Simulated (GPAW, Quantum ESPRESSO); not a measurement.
The C K edge of atom 5 in ZnNi3C (Pm-3m), with 6 Ni at 1.88 Å (octahedral, site symmetry m-3m), was computed in 2 ways: excited-electron core hole (neutral cell) and no core hole. Program and functional: Quantum ESPRESSO XSpectra, LDA, Lorentzian half width 0.3 eV up to 4 eV, rising linearly to 2.5 eV at 25 eV; cells of 5 and 10 atoms (the run without a hole in the smaller).

Each run is counted from its own lowest empty level or Fermi level and scaled to a mean of 1 over its first 20 eV.

| E (eV) | run 1 | run 2 |
| --- | --- | --- |
| -2.0 | 0.06 | 0.07 |
| -1.5 | 0.08 | 0.09 |
| -1.0 | 0.12 | 0.15 |
| -0.5 | 0.23 | 0.31 |
| 0.0 | 0.72 | 1.06 |
| 0.5 | 1.20 | 1.69 |
| 1.0 | 1.22 | 1.15 |
| 1.5 | 1.01 | 1.16 |
| 2.0 | 0.95 | 1.35 |
| 2.5 | 1.17 | 1.07 |
| 3.0 | 0.86 | 1.29 |
| 3.5 | 1.17 | 2.10 |
| 4.0 | 1.75 | 2.07 |
| 4.5 | 1.98 | 1.41 |
| 5.0 | 1.37 | 0.92 |
| 5.5 | 0.96 | 0.83 |
| 6.0 | 0.88 | 0.76 |
| 6.5 | 0.83 | 0.77 |
| 7.0 | 0.85 | 0.89 |
| 7.5 | 0.93 | 1.02 |
| 8.0 | 1.02 | 1.18 |
| 8.5 | 1.20 | 1.27 |
| 9.0 | 1.30 | 1.12 |
| 9.5 | 1.21 | 0.87 |
| 10.0 | 1.01 | 0.72 |
| 10.5 | 0.84 | 0.65 |
| 11.0 | 0.72 | 0.61 |
| 11.5 | 0.64 | 0.61 |
| 12.0 | 0.62 | 0.63 |
| 12.5 | 0.62 | 0.66 |
| 13.0 | 0.64 | 0.68 |
| 13.5 | 0.66 | 0.72 |
| 14.0 | 0.70 | 0.77 |
| 14.5 | 0.75 | 0.85 |
| 15.0 | 0.81 | 0.95 |
| 15.5 | 0.90 | 1.04 |
| 16.0 | 1.00 | 1.11 |
| 16.5 | 1.10 | 1.12 |
| 17.0 | 1.17 | 1.07 |
| 17.5 | 1.19 | 0.97 |
| 18.0 | 1.13 | 0.86 |
| 18.5 | 1.04 | 0.77 |
| 19.0 | 0.94 | 0.70 |
| 19.5 | 0.86 | 0.66 |
| 20.0 | 0.81 | 0.64 |
| 20.5 | 0.78 | 0.62 |
| 21.0 | 0.75 | 0.61 |
| 21.5 | 0.74 | 0.60 |
| 22.0 | 0.72 | 0.58 |
| 22.5 | 0.71 | 0.58 |
| 23.0 | 0.69 | 0.57 |
| 23.5 | 0.68 | 0.57 |
| 24.0 | 0.68 | 0.56 |
| 24.5 | 0.67 | 0.56 |
| 25.0 | 0.66 | 0.55 |
| 25.5 | 0.64 | 0.54 |
| 26.0 | 0.63 | 0.53 |
| 26.5 | 0.62 | 0.52 |
| 27.0 | 0.61 | 0.51 |
| 27.5 | 0.59 | 0.51 |
| 28.0 | 0.59 | 0.51 |
| 28.5 | 0.58 | 0.51 |
| 29.0 | 0.58 | 0.52 |
| 29.5 | 0.59 | 0.52 |
| 30.0 | 0.60 | 0.52 |
| 30.5 | 0.60 | 0.51 |
| 31.0 | 0.60 | 0.50 |
| 31.5 | 0.60 | 0.49 |
| 32.0 | 0.59 | 0.48 |

**Question.** Which run is which?

Run 1: no core hole (area from −2 to 6 eV 7.6, main maxima 0.7 eV (1.27), 4.4 eV (2.04), 9.0 eV (1.30) and 17.4 eV (1.19)). Run 2: excited-electron core hole (neutral cell) (area from −2 to 6 eV 8.5, main maxima 0.4 eV (1.73), 1.9 eV (1.37), 3.8 eV (2.24) and 8.4 eV (1.28)). With each curve scaled to its own mean, the area from −2 to 6 eV with the hole is 8.5 against 7.6, and the centre of weight from −1 to 20 eV moves by -0.6 eV (first and strongest maxima below 20 eV: 0.7 eV (1.27), 4.4 eV (2.04) and 9.0 eV (1.30) without the hole, 0.4 eV (1.73), 1.9 eV (1.37) and 3.8 eV (2.24) with it); the shape changes all the same, by 26 % r.m.s.

[Hosts, paths, dates, database ids (printed as entryN), source tags and the programs' standing remarks are cut or masked in the printed files.]

[Lists of maxima count a maximum above −3 eV only where it reaches 4 % of the highest in the window and stands out from its surroundings by 2 % of it (1.5 % where it reaches 55 %); shoulders and weaker maxima are passed over, and of the rest the first, up to two pre-edge ones and the few strongest are named.]
